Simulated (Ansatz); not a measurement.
# Be2Ni3Pb, from a guessed structure to a relaxed one

Starting from a made-up structure for Be2Ni3Pb, the aim is the relaxed cell, its shortest contacts and, where a second run follows, its electronic structure.

Main program and level: Ansatz 0.2.0; DFT, PBEsol, plane-wave PAW, files of the set soft_1, scalar-relativistic, ferromagnetic start, cell and ions relaxed at zero pressure; PAW set soft_1, in the first sound run; inputs show where later runs differ.

**1. Starting point**

Symmetry: P6/mmm, No. 191, hexagonal system. Conventional cell: a = 4.788 Å, b = 4.788 Å, c = 3.768 Å, α = 90.00°, β = 90.00°, γ = 120.00°. Nearest to Pb lie 6 Be at 2.76 Å and 12 Ni at 3.05 Å. Nearest to Ni lie 4 Be at 2.34 Å and 4 Ni at 2.39 Å and 4 Pb at 3.05 Å. Nearest to Be lie 6 Ni at 2.34 Å and 3 Be at 2.76 Å and 3 Pb at 2.76 Å. Farther neighbours are not listed.

**2. Relaxing cell and atoms**

The guess takes its coordinates from another compound and its volume from a rule, so the cell and any free coordinates are relaxed together.

Contents of input.yaml:

```yaml
crystal:
  lattice:
    - [4.788, 0.0, 0.0]
    - [-2.394, 4.146529633, 0.0]
    - [0.0, 0.0, 3.768]
  atoms:
    - { symbol: Pb, position: [0.0, 0.0, 0.0] }
    - { symbol: Ni, position: [0.0, 0.5, 0.5], spin: 1.0 }
    - { symbol: Ni, position: [0.5, 0.5, 0.5], spin: 1.0 }
    - { symbol: Ni, position: [0.5, 0.0, 0.5], spin: 1.0 }
    - { symbol: Be, position: [0.666666667, 0.333333333, 0.0] }
    - { symbol: Be, position: [0.333333333, 0.666666667, 0.0] }
magnetization:
  spin_polarized: true
kpoints:
  mp_grid: { grid: [7, 7, 7] }
scf:
  occupations: { method: fermi_dirac, width: 0.05 }
hamiltonian:
  xc: pbesol
  pseudopotentials: { kind: paw, azcp: { folder: soft_1 }, xc_functional: pbe }
relax:
  f_tol: 0.015
  max_steps: 70
  cell: {}
output:
  forces: true
  stress: true
```

Command:

```sh
$ ansatz run input.yaml --threads 4 --pin off --max-ram 10240MiB --backend cpu --events-out ev --progress --plain --runs-dir out
```

Numbers of over 12 decimals in the logs are rounded to 6 here.

Output:

```text
Engine: ansatz 0.2.0, aarch64-unknown-linux-gnu
Pseudopotentials: kind: paw
Pseudopotential: Pb, paw, valence charge 14, recommended cutoff 420 eV (normal), soft_1/Pb.paw.azcp
Pseudopotential: Ni, paw, valence charge 18, recommended cutoff 420 eV (normal), soft_1/Ni.paw.azcp
Pseudopotential: Be, paw, valence charge 2, recommended cutoff 420 eV (normal), soft_1/Be.paw.azcp
Functional definition: PBEsol
  exchange = pbesol_x
  correlation = pbesol_c
Crystal: 6 atoms, lattice volume = 74.808 Å³
Basis set: ecut = 420 eV, 1477 PW (Γ), exchange–correlation on 72×72×54 points (8 copies of the dense FFT grid, shifted against one another)
Bands: 45, of which v1, the nominal top of the filled ones, is band 36 counted from 1 (35 counted from 0)
Symmetry: 24 space group operations
Space group: P6/mmm (ITA 191), of the structure as read, at distance tolerance 4.2e-5 Å
Magnetic group: BNS 191.233 (UNI 1463), of the structure as read, at distance tolerance 4.2e-5 Å
k-points: 32 of 343
Non-local potential: Pb, projectors of the file, l = 0: 2, l = 1: 2, l = 2: 2, l = 3: 1
Non-local potential: Ni, projectors of the file, l = 0: 3, l = 1: 2, l = 2: 3, l = 3: 1
Non-local potential: Be, projectors of the file, l = 0: 2, l = 1: 2, l = 2: 1
PAW form: soft (Blöchl's): semilocal exchange-correlation on the pseudo side does not see the compensation charge
PAW frozen core: Pb, regenerated for the run's functional, and the local potential with it (the file was generated under x = pbe(κ = 0.804, μ = 0.219515), c = pbe(β = 0.066725))
PAW frozen core: Ni, regenerated for the run's functional, and the local potential with it (the file was generated under x = pbe(κ = 0.804, μ = 0.219515), c = pbe(β = 0.066725))
PAW frozen core: Be, regenerated for the run's functional, and the local potential with it (the file was generated under x = pbe(κ = 0.804, μ = 0.219515), c = pbe(β = 0.066725))
PAW one-centre angular grid: Pb, 590 points (default); XC on 64 Gauss nodes
PAW one-centre angular grid: Ni, 590 points (default); XC on 64 Gauss nodes
PAW one-centre angular grid: Be, 110 points (default); XC on 64 Gauss nodes
Initial density: superposition of atomic densities (chi_scale 0.1, normalization cell, long waves kept (reshape's long-wave potential 0.01 eV rms))
Starting moments: Σ|m| = 3 μB on 3 of 6 sites
Initial wavefunctions: pseudopotential atomic-orbital guess
Functional: x = pbesol(κ = 0.804, μ = 0.123457), c = pbesol(β = 0.046)
SCF iter   1: F=—  HF=-29349.081500 eV  |F-HF|=—  |Δ(HF+E_count)|=         —  Δρ=7.12e-2 (↑2.75e-2 ↓7.12e-2)  dr2=1.15e1  dr2_m=6.14e-1  M=1.613 μB ∫|m|=1.958 μB  β_m=0.30  ethr=3.10e-3  ⟨swp⟩=8.3  Hψ=12649  notcnv=0  defer=4
Mixer restart at iter 1: flushing history
preconditioner: auto → Kerker (q_TF=auto, 2.711 Å⁻¹)  [metal: Δε(μ)=0.032 eV  Ē_g=9.306 eV  σ=0.050 eV  W_gap=0.16  n_scr=26 (ndim 8)  ℏωp=29.7 eV  f_vac=0.000  D(μ)=6.37/eV (n_scr^D=70)]
spin=Collinear: Kerker preconditioning applied to the charge; magnetization (m = ρ↑ − ρ↓) channel mixes plain (no charge-response kernel on spin).
SCF iter   2: F=—  HF=-29351.414178 eV  |F-HF|=—  |Δ(HF+E_count)|=    2.33e0  Δρ=4.82e-2 (↑2.62e-2 ↓4.82e-2)  dr2=6.36e0  dr2_m=5.57e-1  M=1.408 μB ∫|m|=1.760 μB  β_m=0.59  ethr=3.10e-3  ⟨swp⟩=3.0  Hψ=5041  notcnv=0  defer=145
SCF iter   3: F=—  HF=-29353.246933 eV  |F-HF|=—  |Δ(HF+E_count)|=    1.83e0  Δρ=6.70e-2 (↑1.71e-2 ↓6.70e-2)  dr2=5.87e0  dr2_m=4.95e-1  M=0.589 μB ∫|m|=1.028 μB  β_m=0.27  ethr=3.10e-3  ⟨swp⟩=3.1  Hψ=5685  notcnv=0  defer=145
SCF iter   4: F=—  HF=-29352.579254 eV  |F-HF|=—  |Δ(HF+E_count)|=   6.68e-1  Δρ=3.26e-2 (↑3.26e-2 ↓1.21e-2)  dr2=5.32e-1  dr2_m=2.42e-1  M=0.272 μB ∫|m|=0.669 μB  β_m=0.53  ethr=3.10e-3  ⟨swp⟩=3.8  Hψ=5984  notcnv=0  defer=143
SCF iter   5: F=—  HF=-29352.224900 eV  |F-HF|=—  |Δ(HF+E_count)|=   3.54e-1  Δρ=2.07e-2 (↑2.07e-2 ↓1.71e-2)  dr2=7.67e-1  dr2_m=6.06e-3  M=-0.042 μB ∫|m|=0.081 μB  β_m=0.76  ethr=7.39e-4  ⟨swp⟩=3.4  Hψ=5352  notcnv=0  defer=142
SCF iter   6: F=—  HF=-29352.677281 eV  |F-HF|=—  |Δ(HF+E_count)|=   4.52e-1  Δρ=1.42e-2 (↑1.42e-2 ↓6.99e-3)  dr2=2.40e-1  dr2_m=9.19e-3  M=0.048 μB ∫|m|=0.137 μB  β_m=0.88  ethr=7.39e-4  ⟨swp⟩=3.0  Hψ=4488  notcnv=0  defer=142
SCF iter   7: F=—  HF=-29352.663667 eV  |F-HF|=—  |Δ(HF+E_count)|=         —  Δρ=3.09e-3 (↑1.34e-3 ↓3.09e-3)  dr2=6.15e-3  dr2_m=5.96e-4  M=0.000 μB ∫|m|=0.017 μB  β_m=0.88  ethr=3.33e-4  ⟨swp⟩=2.2  Hψ=4634  notcnv=0  defer=140
Mixer restart at iter 7: flushing history
SCF iter   8: F=—  HF=-29352.668768 eV  |F-HF|=—  |Δ(HF+E_count)|=   5.10e-3  Δρ=4.34e-4 (↑4.12e-4 ↓4.34e-4)  dr2=1.24e-4  dr2_m=7.37e-5  M=0.000 μB ∫|m|=0.008 μB  β_m=0.94  ethr=8.54e-6  ⟨swp⟩=2.3  Hψ=5361  notcnv=0  defer=140
SCF iter   9: F=—  HF=-29352.669652 eV  |F-HF|=—  |Δ(HF+E_count)|=   8.84e-4  Δρ=2.09e-3 (↑1.83e-3 ↓2.09e-3)  dr2=7.35e-3  dr2_m=1.10e-5  M=-0.000 μB ∫|m|=0.002 μB  β_m=0.94  ethr=1.73e-7  ⟨swp⟩=3.0  Hψ=6612  notcnv=0  defer=140
SCF iter  10: F=—  HF=-29352.668234 eV  |F-HF|=—  |Δ(HF+E_count)|=   1.42e-3  Δρ=4.64e-4 (↑4.64e-4 ↓4.00e-4)  dr2=2.34e-4  dr2_m=7.82e-7  M=-0.000 μB ∫|m|=0.001 μB  β_m=0.94  ethr=1.73e-7  ⟨swp⟩=3.0  Hψ=6535  notcnv=0  defer=140
SCF iter  11: F=—  HF=-29352.668313 eV  |F-HF|=—  |Δ(HF+E_count)|=   7.90e-5  Δρ=1.51e-4 (↑1.51e-4 ↓8.66e-5)  dr2=2.15e-5  dr2_m=7.55e-7  M=-0.000 μB ∫|m|=0.001 μB  β_m=0.97  ethr=1.73e-7  ⟨swp⟩=2.0  Hψ=3885  notcnv=0  defer=140
SCF iter  12: F=—  HF=-29352.668323 eV  |F-HF|=—  |Δ(HF+E_count)|=   1.03e-5  Δρ=1.25e-5 (↑1.25e-5 ↓9.18e-6)  dr2=1.33e-7  dr2_m=4.76e-8  M=-0.000 μB ∫|m|=0.000 μB  β_m=0.89  ethr=2.98e-8  ⟨swp⟩=2.3  Hψ=4099  notcnv=0  defer=140
SCF iter  13: F=—  HF=-29352.668323 eV  |F-HF|=—  |Δ(HF+E_count)|=   1.09e-7  Δρ=7.89e-6 (↑5.94e-6 ↓7.89e-6)  dr2=1.26e-7  dr2_m=7.25e-10  M=-0.000 μB ∫|m|=0.000 μB  β_m=0.94  ethr=1.85e-10  ⟨swp⟩=2.1  Hψ=5011  notcnv=0  defer=140
SCF iter  14: F=—  HF=-29352.668323 eV  |F-HF|=—  |Δ(HF+E_count)|=   1.42e-8  Δρ=8.21e-7 (↑5.73e-7 ↓8.21e-7)  dr2=1.94e-9  dr2_m=4.08e-11  M=-0.000 μB ∫|m|=0.000 μB  β_m=0.97  ethr=1.75e-10  ⟨swp⟩=2.0  Hψ=3613  notcnv=0  defer=140
SCF iter  15: F=-29352.668323 eV  HF=-29352.668323 eV  |F-HF|=3.85e-9  |Δ(HF+E_count)|=  8.95e-10  Δρ=1.39e-6 (↑1.35e-6 ↓1.39e-6)  dr2=4.60e-9  dr2_m=4.07e-13  M=0.000 μB ∫|m|=0.000 μB  ethr=2.69e-12  ⟨swp⟩=1.9  Hψ=7599  notcnv=0
[...]
relax step   4: F+E_penalty+E_count = -29352.94883784 eV  Δ(F+E_penalty+E_count) = -6.912e-4 eV  max|allowed force component| = 8.327e-17 eV/Å  Δτ_max = 0.0000 Å  P = -0.537 GPa  Ω = 72.297 Å³  energy of the carried Pulay correction = +5.153e-4 eV  (9 SCF iters, dr2 threshold 6.00e-7 eV, accepted)
[...]
relax step   5: F+E_penalty+E_count = -29352.94941509 eV  Δ(F+E_penalty+E_count) = -5.773e-4 eV  max|allowed force component| = 2.236e-17 eV/Å  Δτ_max = 0.0000 Å  P = -0.001 GPa  Ω = 72.010 Å³  energy of the carried Pulay correction = +6.039e-4 eV  (9 SCF iters, dr2 threshold 6.00e-7 eV, accepted)
Basis set: ecut = 420 eV, 1409 PW (Γ), exchange–correlation on 72×72×48 points (8 copies of the dense FFT grid, shifted against one another)
Initial wavefunctions: pseudopotential atomic-orbital guess (no wavefunctions were taken with the density)
iter 1 solved again at ethr=3.00e-7 eV; its pass at ethr=3.10e-3 eV (dr2=2.16e-4 eV) is discarded
SCF iter   1: F=—  HF=-29352.948736 eV  |F-HF|=—  |Δ(HF+E_count)|=         —  Δρ=4.20e-4 (↑4.20e-4 ↓4.20e-4)  dr2=6.29e-5  dr2_m=1.64e-11  M=-0.000 μB ∫|m|=0.000 μB  β_m=0.65  ethr=3.00e-7  ⟨swp⟩=3.0  Hψ=21154  notcnv=0
preconditioner: auto → none  [metal: Δε(μ)=0.018 eV  Ē_g=10.286 eV  σ=0.050 eV  W_gap=0.09  n_scr=8 (ndim 8)  ℏωp=30.3 eV  f_vac=0.000  D(μ)=4.32/eV (n_scr^D=44)]
SCF iter   2: F=—  HF=-29352.948889 eV  |F-HF|=—  |Δ(HF+E_count)|=   1.53e-4  Δρ=2.33e-4 (↑2.33e-4 ↓2.33e-4)  dr2=7.10e-5  dr2_m=6.72e-12  M=-0.000 μB ∫|m|=0.000 μB  β_m=0.36  ethr=8.74e-8  ⟨swp⟩=2.0  Hψ=4060  notcnv=0
SCF iter   3: F=—  HF=-29352.948879 eV  |F-HF|=—  |Δ(HF+E_count)|=   9.79e-6  Δρ=1.66e-4 (↑1.65e-4 ↓1.66e-4)  dr2=6.20e-6  dr2_m=6.35e-12  M=-0.000 μB ∫|m|=0.000 μB  β_m=0.40  ethr=8.74e-8  ⟨swp⟩=2.0  Hψ=4006  notcnv=0
SCF iter   4: F=—  HF=-29352.948909 eV  |F-HF|=—  |Δ(HF+E_count)|=   3.04e-5  Δρ=4.74e-5 (↑4.74e-5 ↓4.74e-5)  dr2=4.42e-7  dr2_m=2.24e-12  M=-0.000 μB ∫|m|=0.000 μB  β_m=0.58  ethr=8.61e-9  ⟨swp⟩=1.0  Hψ=2880  notcnv=0
SCF iter   5: F=—  HF=-29352.948916 eV  |F-HF|=—  |Δ(HF+E_count)|=   6.79e-6  Δρ=1.79e-5 (↑1.79e-5 ↓1.79e-5)  dr2=5.09e-7  dr2_m=6.60e-13  M=-0.000 μB ∫|m|=0.000 μB  β_m=0.58  ethr=6.14e-10  ⟨swp⟩=2.0  Hψ=4113  notcnv=0
SCF iter   6: F=—  HF=-29352.948918 eV  |F-HF|=—  |Δ(HF+E_count)|=   1.89e-6  Δρ=9.51e-6 (↑9.51e-6 ↓9.49e-6)  dr2=1.95e-7  dr2_m=8.66e-14  M=-0.000 μB ∫|m|=0.000 μB  β_m=0.66  ethr=6.14e-10  ⟨swp⟩=2.0  Hψ=4090  notcnv=0
SCF iter   7: F=—  HF=-29352.948919 eV  |F-HF|=—  |Δ(HF+E_count)|=   6.46e-7  Δρ=3.96e-6 (↑3.96e-6 ↓3.96e-6)  dr2=3.77e-8  dr2_m=1.02e-15  M=-0.000 μB ∫|m|=0.000 μB  β_m=0.66  ethr=2.71e-10  ⟨swp⟩=2.1  Hψ=4362  notcnv=0
SCF iter   8: F=—  HF=-29352.948919 eV  |F-HF|=—  |Δ(HF+E_count)|=   9.73e-8  Δρ=3.34e-7 (↑3.34e-7 ↓3.32e-7)  dr2=6.63e-11  dr2_m=1.35e-14  M=0.000 μB ∫|m|=0.000 μB  β_m=0.69  ethr=5.23e-11  ⟨swp⟩=2.0  Hψ=5227  notcnv=0
SCF iter   9: F=—  HF=-29352.948920 eV  |F-HF|=—  |Δ(HF+E_count)|=   1.25e-6  Δρ=3.13e-7 (↑3.13e-7 ↓3.09e-7)  dr2=2.23e-10  dr2_m=4.13e-15  M=0.000 μB ∫|m|=0.000 μB  β_m=0.69  ethr=1.00e-12  ⟨swp⟩=2.5  Hψ=5049  notcnv=0
SCF iter  10: F=—  HF=-29352.948920 eV  |F-HF|=—  |Δ(HF+E_count)|=  8.84e-10  Δρ=1.36e-7 (↑1.36e-7 ↓1.33e-7)  dr2=4.04e-11  dr2_m=9.37e-16  M=0.000 μB ∫|m|=0.000 μB  β_m=0.83  ethr=1.00e-12  ⟨swp⟩=2.0  Hψ=4011  notcnv=0
SCF iter  11: F=-29352.948920 eV  HF=-29352.948920 eV  |F-HF|=2.55e-11  |Δ(HF+E_count)|=  1.24e-10  Δρ=1.26e-7 (↑1.26e-7 ↓1.26e-7)  dr2=3.57e-11  dr2_m=1.65e-17  M=0.000 μB ∫|m|=0.000 μB  ethr=1.00e-12  ⟨swp⟩=3.1  Hψ=10851  notcnv=0
the starting moments were not kept: the SCF closed with an absolute magnetisation of 8.5e-9 μB, where they sum to 3 μB in size (3 sites). That is at most 0.1 of that sum. Measured as dr2_m measures the in/out step, that magnetisation stands 4.9e-17 eV from none, at or under the dr2_threshold of 6.0e-11 eV: it is no larger than a step whose dr2_m would equal this threshold.
SCF 6 converged in 11 iterations: F = -29352.948920 eV  dr2 = 3.57e-11
relax step   6: F+E_penalty+E_count = -29352.94892014 eV  Δ(F+E_penalty+E_count) = +4.950e-4 eV  max|allowed force component| = 2.043e-17 eV/Å  Δτ_max = 0.0000 Å  P = +0.007 GPa  Ω = 72.010 Å³  stress off target by 1.07e-2 GPa  SCF on the basis re-selected at this cell (its energy is not comparable with the rows above)  (11 SCF iters)
basis re-selected at this cell: Δ(F+E_penalty+E_count) = +4.950e-4 eV, ΔP = +0.008 GPa vs the last step (what re-selecting the basis moved, of the pressure what is left beyond the Pulay correction that the steps carried, after the strain that the cell walked since its last selection, with what the two solves' SCF thresholds leave and, on support functions, any second-order correction that the steps lacked; it is no measure of the basis error at this ecutwfc). The dense FFT grid was sized anew with the basis: this SCF ran on 36×36×24 points, the steps before it on 36×36×27, so part of this shift can come from that change (see relax.cell in the input reference). [rest of the remark cut]
SCF converged after 11 iterations
Magnetization: 0.0000 μB (36.0000 up, 36.0000 down)
Absolute magnetization: 0.0000 μB (∫|ρ↑−ρ↓|, with the PAW one-centre terms)
Spin contamination: 0.0000 ħ² per cell (⟨S²⟩ above its minimum at these occupations)
Per-site moments (μB) at R_I (Å): [(2.5393850338805814e-11, 1.170765), (2.1558951798274766e-9, 0.919929), (2.1558954637037616e-9, 0.919929), (2.1558954498443934e-9, 0.919929), (-3.241780870636097e-10, 0.919929), (-3.2417799852485593e-10, 0.919929)]
Free energy (F): -29352.948920 eV
Harris-Foulkes:  -29352.948920 eV  (|F-HF|=2.55e-11)
Internal energy: -29352.915701 eV  (E = F + TS)
E sigma→0 (E₀):  -29352.932311 eV
Entropy (-TS):   -0.033219 eV (-5.536 meV/atom)
Fermi energy:    14.674414 eV
--- Per-component energies (eV) ---
  E_band       = -980.378635
  E_kinetic    = 1364.276182
  E_local      = -11569.158555  (includes V_loc(G=0)·N_el)
  E_nonlocal   = -27.457667
  E_hartree    = 5973.630669
  E_xc         = -581.759348
  E_vxc        = -616.848827  (∫ρ·V_xc dr)
  E_paw        = -15230.439521  (= ΣΔE_a)
  E_vpaw       = -2078.452861  (= ΣTr[D̂ρ^β])
  E_aug_tail   = 0.002645  (compensation charges beyond the density's cutoff)
  E_ewald      = -9282.683208
  E_core_change = 0.673101  (= ΣΔE_core)
  E_smearing   = -0.033219  (= −TS)
  E_closure    = -0.000000  (closes the sum)
  Σ components = -29352.948920   (vs F -29352.948920, Δ=0.00e0)
--- Forces (eV/Å), atoms counted from 1 ---
  atom   1  Pb     0.00000000    -0.00000000     0.00000000
  atom   2  Ni    -0.00000000    -0.00000000     0.00000000
  atom   3  Ni     0.00000000    -0.00000000     0.00000000
  atom   4  Ni    -0.00000000     0.00000000     0.00000000
  atom   5  Be    -0.00000000     0.00000000    -0.00000000
  atom   6  Be     0.00000000     0.00000000     0.00000000
  max |Σ_I F_I| component: 2.31e-18 eV/Å
--- Stress (GPa, compression-positive) ---
        0.010681       0.000000       0.000000
       -0.000000       0.010681       0.000000
        0.000000       0.000000       0.000938
  P = ⅓ Tr σ = 0.0074 GPa (0.074 kbar)
--- Relaxed structure (5 steps of the walk, 5 accepted, 1 SCFs on fresh bases) ---
  F+E_penalty+E_count = -29352.94892014 eV   max|allowed force component| = 2.043e-17 eV/Å   (the final SCF, on the basis selected at the relaxed cell)
  cell:  # Å, volume = 72.0096 Å³
    - [4.915937, 0, 0]
    - [-2.457969, 4.257327, -4.614456673210322e-18]
    - [0, -4.193210776937382e-18, 3.440703]
  atoms:
    - { symbol: Pb, position: [0, 0, 0] }
    - { symbol: Ni, position: [2.4623497708521637e-19, 0.5, 0.5] }
    - { symbol: Ni, position: [0.5, 0.5, 0.5] }
    - { symbol: Ni, position: [0.5, 0, 0.5] }
    - { symbol: Be, position: [0.666667, 0.333333, 0] }
    - { symbol: Be, position: [0.333333, 0.666667, 0] }
```

Run time: 30 s. Hardware: 4 threads of Arm Neoverse V1, shared host; peak memory 0.53 GiB; 1.9 min of CPU time.

The steps of the relaxation:

| step | energy less that of the first step (eV) | largest force component (eV/Å) | pressure (GPa) | volume (Å³) |
| --- | --- | --- | --- | --- |
| 1 | 0.0000 | 0.0000 | -4.07 | 74.81 |
| 2 | -0.2132 | 0.0000 | -1.23 | 72.77 |
| 3 | -0.2798 | 0.0000 | 0.60 | 71.69 |
| 4 | -0.2805 | 0.0000 | -0.54 | 72.30 |
| 5 | -0.2811 | 0.0000 | 0.00 | 72.01 |
| 6* | -0.2806 | 0.0000 | 0.01 | 72.01 |

Relaxation steps marked * repeat the geometry before them on a plane-wave basis chosen anew for their cell, so energy and pressure can jump there.

Forces are held to the 24 operations that the run works with; a distortion that breaks them can't arise in this run.

| conventional cell, symmetrised | before | after | change |
| --- | --- | --- | --- |
| a (Å) | 4.788 | 4.916 | +2.7 % |
| b (Å) | 4.788 | 4.916 | +2.7 % |
| c (Å) | 3.768 | 3.441 | -8.7 % |
| volume (Å³/atom) | 12.47 | 12.00 | -3.7 % |

The relaxed structure:

```xyz
6
Lattice="4.9159 0.0000 0.0000 -2.4580 4.2573 0.0000 0.0000 0.0000 3.4407" Properties=species:S:1:pos:R:3 pbc="T T T"
Pb    0.0000    0.0000    0.0000
Ni   -1.2290    2.1287    1.7204
Ni    1.2290    2.1287    1.7204
Ni    2.4580    0.0000    1.7204
Be    2.4580    1.4191    0.0000
Be    0.0000    2.8382    0.0000
```

Numbers from this step:

```yaml
free_energy: -29352.9489 eV
energy_at_zero_smearing: -29352.9323 eV
smearing_term_ts: 0.03322 eV
fermi_energy: 14.67 eV
electrons: 72
symmetry_operations: 24
pressure: 0.007433 GPa
```

The shortest distance of each pair, which need not be the same contact before and after:

| pair | guess (Å) | relaxed (Å) |
| --- | --- | --- |
| Be–Ni | 2.337 | 2.230 |
| Ni–Ni | 2.394 | 2.458 |
| Be–Pb | 2.764 | 2.838 |
| Be–Be | 2.764 | 2.838 |
| Ni–Pb | 3.046 | 3.000 |

The relaxation ends with a pressure of 0.01 GPa. The starting moments have collapsed: the run ends non-magnetic.

(Part 1 of 2 ends here.)

[Logs are printed without paths, hosts, clocks, repeated set-up lines and the standing remarks that a program may print on its own settings, such as how far it seeks lower states.]

[Hosts, paths, dates, database ids (printed as entryN), source tags and the programs' standing remarks are cut or masked in the printed files.]
